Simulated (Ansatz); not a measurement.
# Work function of Al(111): what the settings cost and change, part 2 of 2

How far do functional and pseudopotentials move the work function of Al(111), and at what cost?

Ansatz 0.2.0; plane-wave DFT, PBE, Ansatz PAW (the session's first sound run).

So far, work function, upper face (eV): step 2 (run, setting PBE, Ansatz PAW (420 eV)) 4.04; step 5 (RPBE) 3.96; step 6 (r2SCAN) 4.09; step 7 (PBE JTH) 4.04; step 8 (PBE norm-conserving) 4.04.

### Step 9. Slab

This step: plane-wave DFT, LDA, norm-conserving (Ansatz 0.2.0).

The input, input.yaml:

```yaml
crystal:
  lattice:
    - [2.8637824638, 0.0, 0.0]
    - [1.4318912319, 2.4801083646, 0.0]
    - [0.0, 0.0, 32.0296115413]
  atoms:
    - { symbol: Al, position: [0.0, 0.0, 0.2809899829] }
    - { symbol: Al, position: [0.3333333333, 0.3333333333, 0.3539933219] }
    - { symbol: Al, position: [0.6666666667, 0.6666666667, 0.426996661] }
    - { symbol: Al, position: [0.0, 0.0, 0.5] }
    - { symbol: Al, position: [0.3333333333, 0.3333333333, 0.573003339] }
    - { symbol: Al, position: [0.6666666667, 0.6666666667, 0.6460066781] }
    - { symbol: Al, position: [0.0, 0.0, 0.7190100171] }
kpoints:
  mp_grid: { grid: [16, 16, 1] }
hamiltonian:
  xc: lda
  pseudopotentials: { kind: nc }
scf:
  occupations: { method: fermi_dirac, width: 0.1 }
  convergence: { dr2_threshold: 1.0e-09 }
efield:
  axis: 3
  dipole_correction: true
  ramp_position: 0.97
  ramp_width: 0.06
output:
  write_potential: true
  write_density: true
  volumetric_format: npy
```

On the command line:

```console
$ ansatz run input.yaml --threads 2 --pin off --max-ram 3072MiB --backend cpu --events-out ev --progress --plain --runs-dir out
```

Numbers of over 12 decimals in the logs are rounded to 6 here.

Output:

```text
[...]
Crystal: 7 atoms, lattice volume = 227.490 Å³
Basis set: ecut = 598.650497 eV, 7543 PW (Γ)
Bands: 18, of which v1, the nominal top of the filled ones, is band 11 counted from 1 (10 counted from 0)
Symmetry: 6 space group operations
k-points: 30 of 256 (time reversal used)
[...]
k-point 0: bands = [... 7 lower, -1.8984, -0.1131, 1.7188, 3.5028, 4.9691, 5.7891, 6.5493, 6.5649, ... 3 higher]
  k-point 1: bands = [... 7 lower, -1.8107, -0.0253, 1.8055, 3.5884, 5.0563, 5.8806, 6.6379, 6.6563, ... 3 higher]
  k-point 2: bands = [... 7 lower, -1.5478, 0.2373, 2.0636, 3.8411, 5.3111, 6.1509, 6.8905, 6.9271, ... 3 higher]
  k-point 29: bands = [... 7 lower, -0.4051, 0.0850, 0.1388, 0.3359, 0.7750, 1.1069, 1.5569, 2.3436, ... 3 higher]
[key lines of the parts left out:]
SCF converged after 7 iterations
Free energy (F): -449.235264 eV
Fermi energy:    1.897313 eV
Dipole field:    D = -0.000000 V/Å  (p = -0.000000 e·Å, saw-weighted, corrected)
Work function:   Φ+ = 4.2096 eV   Φ− = 4.2096 eV
```

Run time: 12 s. Hardware: 2 threads of Arm Neoverse V2, shared host; peak memory 0.48 GiB; 23 s of CPU time.

The work function is 4.210 eV, +0.171 eV from the run “PBE, Ansatz PAW (420 eV)”, at 1.4 times its CPU time.

### Step 10. Run, setting PBE, all layers relaxed

This step: plane-wave DFT, PBE, Ansatz PAW (Ansatz 0.2.0).

input.yaml, as its differences from that of step 9:

```diff
@@ -16,4 +16,3 @@
 hamiltonian:
-  xc: lda
-  pseudopotentials: { kind: nc }
+  xc: pbe
 scf:
@@ -26,2 +25,5 @@
   ramp_width: 0.06
+relax:
+  f_tol: 0.01
+  max_steps: 40
 output:
```

Output:

```text
[...]
Crystal: 7 atoms, lattice volume = 227.490 Å³
Basis set: ecut = 420 eV, 4463 PW (Γ), exchange–correlation on 40×40×432 points (8 copies of the dense FFT grid, shifted against one another)
Bands: 18, of which v1, the nominal top of the filled ones, is band 11 counted from 1 (10 counted from 0)
Symmetry: 6 space group operations
[...]
atoms:
    - { symbol: Al, position: [0, 0, 0.281004] }
    - { symbol: Al, position: [0.333333, 0.333333, 0.354333] }
    - { symbol: Al, position: [0.666667, 0.666667, 0.426882] }
    - { symbol: Al, position: [0, 0, 0.500000] }
    - { symbol: Al, position: [0.333333, 0.333333, 0.573118] }
    - { symbol: Al, position: [0.666667, 0.666667, 0.645667] }
    - { symbol: Al, position: [0, 0, 0.718996] }
[key lines of the parts left out:]
SCF converged after 5 iterations
Free energy (F): -3761.839665 eV
Fermi energy:    2.095010 eV
Dipole field:    D = -0.000000 V/Å  (p = -0.000000 e·Å, saw-weighted, corrected)
Work function:   Φ+ = 4.0341 eV   Φ− = 4.0341 eV
```

It took 13 s on 2 threads; peak memory 0.44 GiB; 26 s of CPU time.

The relaxation took 3 steps and lowered the energy by 8.8e-4 eV; the largest force on the free atoms ends at 2.7e-4 eV/Å.

The work function is 4.034 eV, -0.005 eV from the run “PBE, Ansatz PAW (420 eV)”, at 1.6 times its CPU time.

### Step 11. Side by side

Times are for 2 threads of Arm Neoverse V2, shared host. The runs compared:

```tsv
no.	setting	work function, upper face (eV)	time	memory (GiB)
1	PBE, Ansatz PAW (420 eV)	4.039	8.6 s	0.44
2	LDA, Ansatz PAW (420 eV)	4.207	8.1 s	0.43
3	PBEsol, Ansatz PAW (420 eV)	4.098	7.6 s	0.44
4	RPBE, Ansatz PAW (420 eV)	3.965	7.6 s	0.44
5	r2SCAN, Ansatz PAW (500 eV)	4.086	16 s	0.86
6	PBE, JTH PAW (570 eV)	4.041	12 s	0.54
7	PBE, norm-conserving (544 eV)	4.042	11 s	0.45
8	LDA, norm-conserving (599 eV)	4.210	12 s	0.48
9	PBE, all layers relaxed	4.034	13 s	0.44
```

### Step 12. Varying the input

An input spoilt on purpose, to show how the run answers: it repeats the earlier run “PBE, Ansatz PAW (420 eV)” with efield.axis from 3 to 1, and scf.max_iter set to 100; its output block differs too.

input.yaml, as its differences from that of step 10:

```diff
@@ -20,4 +20,5 @@
   convergence: { dr2_threshold: 1.0e-09 }
+  max_iter: 100
 efield:
-  axis: 3
+  axis: 1
   dipole_correction: true
@@ -25,5 +26,2 @@
   ramp_width: 0.06
-relax:
-  f_tol: 0.01
-  max_steps: 40
 output:
```

Output:

```text
Engine: ansatz 0.2.0, aarch64-unknown-linux-gnu
Pseudopotentials: kind: paw
Pseudopotential: Al, paw, valence charge 3, recommended cutoff 420 eV (normal), Al.paw.azcp
Functional definition: PBE
  parameter kappa = 0.804
  parameter beta = 0.066725
  exchange = pbe_x(kappa = kappa, mu = beta*pi^2/3)
  correlation = pbe_c(beta = beta)
Crystal: 7 atoms, lattice volume = 227.490 Å³
Basis set: ecut = 420 eV, 4463 PW (Γ)
Bands: 18, of which v1, the nominal top of the filled ones, is band 11 counted from 1 (10 counted from 0)
Symmetry: 2 space group operations
k-points: 73 of 256 (time reversal used)
Non-local potential: Al, projectors of the file, l = 0: 2, l = 1: 2, l = 2: 1
PAW form: soft (Blöchl's): semilocal exchange-correlation on the pseudo side does not see the compensation charge
PAW one-centre angular grid: Al, 110 points (default); XC on 64 Gauss nodes
Initial density: superposition of atomic densities (neutral atoms: chi_scale 0, normalization atom), corrected by the library's trained network
Initial wavefunctions: pseudopotential atomic-orbital guess
Functional: x = pbe(κ = 0.804, μ = 0.219515), c = pbe(β = 0.066725)
Error: efield: ion 0 (Al) at fractional coordinate 0.0000 along the field axis lies inside the sawtooth ramp with 2 of the planes that the density is read on at each end, [0.8700, 0.1300] — the ramp must sit in vacuum (an ion there feels the fictitious reversed slope); set or move the ramp (efield.ramp_position / ramp_width) or move the geometry
```

The job ended after 0.19 s (2 threads; peak memory 0.31 GiB).

The input was rejected at the start.

The program's message: “Error: efield: ion 0 (Al) at fractional coordinate 0.0000 along the field axis lies inside the sawtooth ramp with 2 of the planes that the density is read on at each end, [0.8700, 0.1300] — the ramp m …”

The fault put into the input: the field along an axis without vacuum.

### Step 13. Summary of results

* work function, PBE, Ansatz PAW (420 eV): 4.039 eV
* work function, LDA, Ansatz PAW (420 eV): 4.207 eV
* work function, RPBE, Ansatz PAW (420 eV): 3.965 eV
* work function, r2SCAN, Ansatz PAW (500 eV): 4.086 eV
* work function, LDA, norm-conserving (599 eV): 4.210 eV
* work function, PBE, all layers relaxed: 4.034 eV

**Reading.** PBE on the default files gives 4.04 eV, and the settings tried spread the value from 3.96 to 4.21 eV. At one geometry LDA lies 0.17 eV above PBE. The choice of pseudopotentials moves the PBE value by 0.003 eV. Relaxing the layers changes it by -0.005 eV. The ladder's slabs use the tabulated experimental lattice constant (two decimals; a low-temperature value for the alkali metals).

Calculation against experiment:

| quantity | measured | PBE, Ansatz PAW (420 eV) | LDA, Ansatz PAW (420 eV) | PBEsol, Ansatz PAW (420 eV) | RPBE, Ansatz PAW (420 eV) | r2SCAN, Ansatz PAW (500 eV) | LDA, norm-conserving (599 eV) | PBE, all layers relaxed |
| --- | --- | --- | --- | --- | --- | --- | --- | --- |
| work function (clean (111) face, a compiled value) (eV) | 4.32 | 4.04 (-0.28 eV) | 4.21 (-0.11 eV) | 4.10 (-0.22 eV) | 3.96 (-0.36 eV) | 4.09 (-0.23 eV) | 4.21 (-0.11 eV) | 4.03 (-0.29 eV) |

Measured values from arxiv:1702.08515 (2017).

**Verdict.** For the work function, of the levels listed nearest comes LDA, norm-conserving (599 eV) (-0.11 eV, good agreement) and farthest RPBE, Ansatz PAW (420 eV) (-0.36 eV, a clear miss). The grades are ours: good and fair within 3 and 7 % for the work function.

[Logs are printed without paths, hosts, clocks, repeated set-up lines and the standing remarks that a program may print on its own settings, such as how far it seeks lower states.]

[Hosts, paths, dates, database ids (printed as entryN), source tags and the programs' standing remarks are cut or masked in the printed files.]

[Maps of the electrostatic potential energy from Ansatz leave out the sawtooth potential of an applied field or a dipole correction, so their vacuum need not be flat; planar profiles and work functions include it.]
